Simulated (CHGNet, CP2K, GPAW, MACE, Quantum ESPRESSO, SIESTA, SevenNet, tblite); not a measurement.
**GPAW runs on random packing of As (59 atoms)**

Wanted: GPAW inputs and outputs for random packing of As (59 atoms), checked against a plane-wave reference.

Calculated with GPAW 26.7.0; the method is named at each step.

**1. The starting structure**

The cell holds 59 atoms: 59 As. Its edges and angles: a = 11.253 Å, b = 11.253 Å, c = 11.253 Å, α = 90.0°, β = 90.0°, γ = 90.0°. 59 atoms (59 As) packed at random in a cube at 5.15 g/cm³ and pushed apart as soft spheres; a start for melting by ab initio MD, not an equilibrated structure. Then every atom was moved at random, 0.02 Å r.m.s. a Cartesian component.

The yardstick, on the same geometry:

| Property | Result |
| --- | --- |
| method | Kohn-Sham DFT, PBE, SSSP efficiency 1.3.0 pseudopotentials, plane waves (Quantum ESPRESSO 7.5); sssp-pbe-1.3.0-efficiency, cutoffs 45/360 Ry, Γ point |
| r.m.s. force component | 0.7787 eV/Å |
| longest force | 3.688 eV/Å |
| pressure | 0.808 GPa |
| time | 88 s on 4 MPI ranks of Intel Xeon Platinum 8488C (Sapphire Rapids), shared host |
| CPU time | 5.8 min |

**2. PBE, LCAO dzp, h 0.2 Å**

Method: Kohn-Sham DFT, PBE, PAW, atomic orbitals (dzp).

Input file run.py:

```python
import numpy as np
from ase.io import read
from gpaw import GPAW, FermiDirac

atoms = read("structure.xyz")
atoms.calc = GPAW(
    mode="lcao",
    basis="dzp",
    h=0.2,
    xc="PBE",
    kpts={"size": (1, 1, 1), "gamma": True},
    occupations=FermiDirac(0.05),
    maxiter=200,
    symmetry={"point_group": False},
    txt="gpaw.txt",
)
energy = atoms.get_potential_energy(force_consistent=True)
forces = atoms.get_forces()
print(f"energy {energy:.6f} eV")
print("forces (eV/A)")
for i, (a, f) in enumerate(zip(atoms, forces)):
    print(f"{i:4d} {a.symbol:2s} {f[0]:10.5f} {f[1]:10.5f} {f[2]:10.5f}")
print(f"Fermi level {atoms.calc.get_fermi_level():.4f} eV")
for k in range(len(atoms.calc.get_ibz_k_points())):
    for s in range(atoms.calc.get_number_of_spins()):
        e = atoms.calc.get_eigenvalues(kpt=k, spin=s)
        n = np.searchsorted(e, atoms.calc.get_fermi_level())
        print(f"k {k} spin {s} levels about the Fermi level:", np.round(e[max(n - 6, 0):n], 4).tolist(), "|", np.round(e[n:n + 6], 4).tolist())
```

Input file structure.xyz:

```xyz
59
Lattice="11.25310 0.00000 0.00000 0.00000 11.25310 0.00000 0.00000 0.00000 11.25310" Properties=species:S:1:pos:R:3 pbc="T T T"
As 0.85490 3.66862 4.53838
As 1.78598 9.08361 10.62405
As 0.44045 9.16182 5.38933
As 8.02110 4.59036 8.87611
As 2.64583 1.53256 8.96928
As 10.98370 7.59562 8.47809
As 5.31776 9.16925 8.71733
As 5.62756 10.85677 3.27533
As 9.19705 7.91768 11.19650
As 10.58928 3.03665 7.95853
As 10.33260 5.24012 9.63929
As 10.44659 4.75016 2.94347
As 3.28872 10.63823 9.72707
As 10.44749 2.28145 2.97847
As 5.06356 2.99209 7.42862
As 0.75508 3.82245 0.02543
As 6.77380 8.58713 5.84486
As 4.76884 4.63875 4.92886
As 2.92974 8.63225 8.09132
As 3.49814 4.35720 10.84427
As 10.38740 8.35104 3.39360
As 4.74397 7.47971 0.23215
As 5.92982 3.07570 2.28010
As 2.09454 6.57822 3.28804
As 6.68052 9.33343 0.36865
As 8.14533 1.40191 11.21090
As 7.26658 7.06301 0.93299
As 8.63158 1.49587 6.75704
As 4.65136 1.39055 4.60319
As 7.94728 7.13345 8.49947
As 1.50161 6.00612 0.82575
As 2.86965 9.55805 1.63924
As 7.86344 4.22644 1.27486
As 11.16285 0.83869 5.91350
As 5.38236 0.22821 7.02148
As 2.98939 2.25827 1.91685
As 5.95165 4.66486 10.95095
As 3.87984 7.42907 5.32497
As 2.81733 5.16866 7.00922
As 0.62747 10.66287 0.87493
As 7.87031 9.80955 3.02540
As 7.66854 0.01395 9.17848
As 2.46533 1.54381 6.49045
As 5.23337 6.81634 7.39756
As 10.98381 10.87736 9.41333
As 7.35007 0.37270 5.12950
As 8.08805 2.36776 4.17636
As 4.01893 5.21469 2.17657
As 5.45629 7.97980 2.83893
As 3.68505 10.11024 4.73699
As 2.21078 5.73267 9.42335
As 8.74332 9.13122 7.64254
As 9.41614 0.08969 1.75357
As 0.52507 10.49655 3.34330
As 5.75776 1.92034 0.22416
As 8.40708 6.54424 3.98495
As 8.61369 6.22657 6.51791
As 11.03558 5.52235 5.76271
As 10.50173 2.01172 10.14625
```

Run with:

```
$ OMP_NUM_THREADS=1 python run.py > output.txt
```

Output:

```text
energy -233.020390 eV
forces (eV/A)
   0 As    0.89023   -0.36094   -0.35007
   1 As   -1.23078   -2.41004    0.19077
   2 As   -0.42011   -0.37500    0.45827
   3 As   -0.10127   -0.87232   -0.02533
   4 As   -0.41912    1.39214   -0.72766
   5 As   -0.05342    0.07596   -0.04885
   6 As   -0.05462   -0.02807    0.27822
   7 As   -1.45201   -0.42764   -1.36401
   8 As    0.71956    0.66183   -1.04713
   9 As   -0.24116    0.88774   -0.45768
  10 As   -0.16866    0.56767    0.10573
  11 As   -0.30302    1.06214   -0.21057
  12 As    1.67257    0.14938   -0.39823
  13 As   -0.69612   -0.43207    0.45081
  14 As   -0.78109   -0.12472   -0.56897
  15 As    0.41896   -0.56206    0.10585
  16 As    0.01724   -0.16413   -0.23972
  17 As   -0.08701    0.22840    1.21360
  18 As   -0.35106   -0.14545   -0.47852
  19 As   -0.77208   -1.23140    0.58014
  20 As   -0.28833   -0.36200    0.31525
  21 As    0.12933    0.66744    0.08204
  22 As    0.03899    0.19170    2.15606
  23 As   -0.35600   -0.24401   -0.45416
[...]
51 As    0.88575    2.34512   -0.67228
  52 As   -0.22715    0.18468    0.04731
  53 As    0.46758    0.67236    0.75174
  54 As   -1.23665   -0.49857   -1.08270
  55 As    0.13826   -0.24978    0.48419
  56 As    0.37891   -2.09194   -2.70320
  57 As    0.27568    0.47626    0.68789
  58 As    0.20043   -1.44631    0.34603
Fermi level 5.3737 eV
k 0 spin 0 levels about the Fermi level: [5.1063, 5.1648, 5.2213, 5.286, 5.3112, 5.3722] | [5.4148, 5.5084, 5.5214, 5.6054, 5.6675, 5.7397]
```

gpaw.txt:

```text
Input parameters:
  mode=LCAO(),
  basis={'default': 'dzp'},
  h=0.2,
  kpts=MonkhorstPack(size=(1, 1, 1), gamma=True),
  maxiter=200,
  occupations=Occupations(name='fermi-dirac', width=0.05, fixmagmom=False),
  symmetry=Symmetry(point_group=False),
  xc=XC(name='PBE')
Unit cell  # Å
| periodic |         x |         y |         z |   lengths |    angles |
|----------|-----------|-----------|-----------|-----------|-----------|
|      yes | 11.253100 |  0.000000 |  0.000000 | 11.253100 | 90.000000 |
|      yes |  0.000000 | 11.253100 |  0.000000 | 11.253100 | 90.000000 |
|      yes |  0.000000 |  0.000000 | 11.253100 | 11.253100 | 90.000000 |
Number of symmetries: 1
Symmetry operations  # r_c * U_cc + t_c -> r_c
|   | kind |            matrix            |
|---|------|------------------------------|
| 0 |  E   |  1, 0, 0,  0, 1, 0,  0, 0, 1 |
BZ-sampling:
  Number of BZ points: 1
  Number of IBZ points: 1
  Monkhorst-Pack size: [1, 1, 1]
  Monkhorst-Pack shift: [0, 0, 0]
[... lines left out ...]
  Fermi-Dirac:
[... lines left out ...]
xc functional:
  name: PBE with 2 nearest neighbor stencil
interpolation: tri-quintic # 5. degree polynomial
Initialization done in: 10.581 s
convergence criteria:
- Maximum [total energy] change in last 3 cyles: 0.0005 eV / valence electron
- Maximum integral of absolute [dens]ity change: 0.0001 electrons / valence electron
- Maximum integral of absolute [eigenst]ate change: 4e-08 eV^2 / valence electron
maximum number of iterations: 200
SCF iterations
|iter     |      energy | eigst |  dens |
|---------|-------------|-------|-------|
|iter:   1| -234.703181 |      c|       |
|iter:   2| -234.249434 |      c| -1.23 |
|iter:   3| -238.229545 |      c| -1.27 |
|iter:   4| -236.093189 |      c| -1.21 |
|iter:   5| -234.709100 |      c| -1.31 |
|iter:   6| -233.026408 |      c| -1.47 |
|iter:   7| -232.901592 |      c| -1.92 |
|iter:   8| -232.934403c|      c| -2.17 |
|iter:   9| -232.884086c|      c| -2.14 |
|iter:  10| -232.871430c|      c| -2.38 |
[...]
|iter:  16| -232.865395c|      c| -3.68 |
|iter:  17| -232.865312c|      c| -3.89 |
|iter:  18| -232.865385c|      c| -4.21c|
Converged in 18 steps
SCF loop duration: 116.939 s (6.497 s/step)
Energy contributions relative to reference atoms: (reference = -3628675.442408)
Energy contributions:
  Kinetic:         517.137570
  Coulomb:        -500.826515
  Zero:              0.290208
  External:          0.000000
  Xc:             -249.311643
  Entropy:          -0.310010
  Spinorbit:         0.000000
  ----------------------------
  Free energy:    -233.020390
  Extrapolated:   -232.865385
dipole moment: (97.290302, -49.922408, -3.371712)  # |e|*Ang
Fermi level: 5.374
Eigenvalues  # (at kpt = [0.000, 0.000, 0.000])
| band index |      eig [eV] | occ [0-2] |
|------------|---------------|-----------|
|          0 |        -9.363 |     2.000 |
|        ... |               |           |
|        140 |         4.991 |     1.999 |
|        141 |         5.093 |     1.993 |
[...]
|        155 |         5.829 |     0.000 |
|        ... |               |           |
|        180 |         7.384 |     0.000 |
Gap: 0.043 eV
Transition (v -> c):
  (s=0, k=0, n=147, [0.00, 0.00, 0.00]) -> (s=0, k=0, n=148, [0.00, 0.00, 0.00])
No difference between direct/indirect transitions
Force computation time: 11.151  # s
timing:  # [seconds]
  Total:  138.731  # ━━━━━━━━━━━━━━━━━━━━━━━━━━━━━━━━━━━━━━━━━━━━━━━━━━━━━━━━
  Init:    10.580  # ━━━━╸
  SCF:    116.939  # ━━━━━━━━━━━━━━━━━━━━━━━━━━━━━━━━━━━━━━━━━━━━━━━
  Forces:  11.151  # ━━━━╸
```

It took 2.3 min on 1 thread of Intel Xeon Platinum 8488C (Sapphire Rapids), shared host; peak memory 1.2 GiB.

Banners, paths, timers and routine set-up lines are dropped from the logs unmarked, and long logs keep their key lines alone; longer cuts are marked.

Compared with the plane-wave run:

- r.m.s. force component: 0.8508 eV/Å
- r.m.s. difference of force components: 111 meV/Å
- longest difference of force vectors: 347.1 meV/Å
- force difference over r.m.s. force: 14.25 %
- slope of forces against the reference's: 1.087
- correlation of force components: 0.9946

A closer look about As9, which has 1 bonded neighbour where the commonest count for As is 3: 9 atoms, nearest first, numbered in the order of the input, with positions taken from that point.

```csv
atom,x,y,z,distance (Å),bonds,Fx,Fy,Fz (eV/Å)
As9,0.00,0.00,0.00,0.00,1,0.72,0.66,-1.05
As27,-1.93,-0.85,0.99,2.33,4,-0.19,-2.28,1.34
As25,-2.52,1.42,0.43,2.92,2,-0.02,1.18,-0.61
As30,-1.25,-0.78,-2.70,3.07,3,-1.74,0.07,3.64
As6,1.79,-0.32,-2.72,3.27,2,-0.05,0.08,-0.05
As11,1.14,-2.68,-1.56,3.30,4,-0.17,0.57,0.11
As21,1.19,0.43,3.45,3.68,3,-0.29,-0.36,0.32
As52,-0.45,1.21,-3.55,3.78,4,0.89,2.35,-0.67
As41,-1.33,1.89,3.08,3.85,3,1.61,-0.81,-0.40
```

Atoms are counted from 1 here, from 0 in the log.

Forces lie 14 % from the reference's, at 0.40 times its CPU time (on 1 against 4 cores).

**3. PBE, LCAO dzp, h 0.2 Å, other mixer settings**

Method: Kohn-Sham DFT, PBE, PAW, atomic orbitals (dzp).

Changes to run.py since step 2:

```diff
@@ -2,3 +2,3 @@
 from ase.io import read
-from gpaw import GPAW, FermiDirac
+from gpaw import GPAW, FermiDirac, Mixer
 
@@ -12,2 +12,3 @@
     occupations=FermiDirac(0.05),
+    mixer=Mixer(0.03, 7, 100),
     maxiter=200,
```

structure.xyz is that of step 2.

Output:

```text
energy -233.020389 eV
forces (eV/A)
   0 As    0.89118   -0.35852   -0.35090
   1 As   -1.22866   -2.41248    0.19221
   2 As   -0.41996   -0.37591    0.45716
   3 As   -0.10233   -0.87148   -0.02523
   4 As   -0.41903    1.39418   -0.72742
   5 As   -0.05203    0.07464   -0.04830
   6 As   -0.05547   -0.03009    0.27973
   7 As   -1.45285   -0.42831   -1.36550
   8 As    0.72088    0.66049   -1.04725
   9 As   -0.24070    0.89133   -0.45606
  10 As   -0.16791    0.56683    0.10526
  11 As   -0.30310    1.06300   -0.21313
[...]
54 As   -1.23681   -0.49725   -1.08290
  55 As    0.13676   -0.25135    0.48276
  56 As    0.37568   -2.09528   -2.70454
  57 As    0.27851    0.47670    0.68914
  58 As    0.20140   -1.44502    0.34694
Fermi level 5.3736 eV
k 0 spin 0 levels about the Fermi level: [5.1061, 5.1647, 5.2212, 5.2859, 5.3111, 5.3721] | [5.4146, 5.5082, 5.5213, 5.6052, 5.6674, 5.7395]
```

gpaw.txt:

```text
Input parameters:
  mode=LCAO(),
  basis={'default': 'dzp'},
  h=0.2,
  kpts=MonkhorstPack(size=(1, 1, 1), gamma=True),
  maxiter=200,
  mixer=Pulay(name='pulay', nmaxold=7, beta=0.03, weight=100, sigma=0.015, g_ss=None),
  occupations=Occupations(name='fermi-dirac', width=0.05, fixmagmom=False),
[... lines left out ...]
  Fermi-Dirac:
[... lines left out ...]
convergence criteria:
- Maximum [total energy] change in last 3 cyles: 0.0005 eV / valence electron
[... lines left out ...]
Converged in 24 steps
[... lines left out ...]
  Free energy:    -233.020389
[... lines left out ...]
Fermi level: 5.374
[... lines left out ...]
|          0 |        -9.364 |     2.000 |
|        ... |               |           |
|        140 |         4.991 |     1.999 |
|        141 |         5.093 |     1.993 |
[...]
|        155 |         5.829 |     0.000 |
|        ... |               |           |
|        180 |         7.384 |     0.000 |
Gap: 0.042 eV
Transition (v -> c):
  (s=0, k=0, n=147, [0.00, 0.00, 0.00]) -> (s=0, k=0, n=148, [0.00, 0.00, 0.00])
No difference between direct/indirect transitions
Force computation time: 13.880  # s
timing:  # [seconds]
  Total:  178.767  # ━━━━━━━━━━━━━━━━━━━━━━━━━━━━━━━━━━━━━━━━━━━━━━━━━━━━━━━━
  Init:    10.890  # ━━━╸
  SCF:    153.938  # ━━━━━━━━━━━━━━━━━━━━━━━━━━━━━━━━━━━━━━━━━━━━━━━━
  Forces:  13.880  # ━━━━╸
```

Elapsed: 3 min, on 1 thread; peak memory 1.1 GiB.

Against the reference:

```
r.m.s. force component                          : 0.8512 eV/Å
r.m.s. difference of force components           : 111.3 meV/Å
longest difference of force vectors             : 349.5 meV/Å
force difference over r.m.s. force              : 14.29 %
slope of forces against the reference's         : 1.087
correlation of force components                 : 0.9946
energy less the same-level run's                : 0 meV/atom
r.m.s. force difference from the same-level run : 1.185 meV/Å
```

Against the first run (14 %), the force difference from the reference is 14 %, at 1.3 times the CPU time: another solver or mixer reaches the same state.

[end of part 1 of 2]

[Also dropped from logs without a mark: logging warnings of Python, and SIESTA's first energy breakdown and zero terms.]

[Logs are printed without paths, hosts, clocks, repeated set-up lines and the standing remarks that a program may print on its own settings, such as how far it seeks lower states.]

[Hosts, paths, dates, database ids (printed as entryN), source tags and the programs' standing remarks are cut or masked in the printed files.]
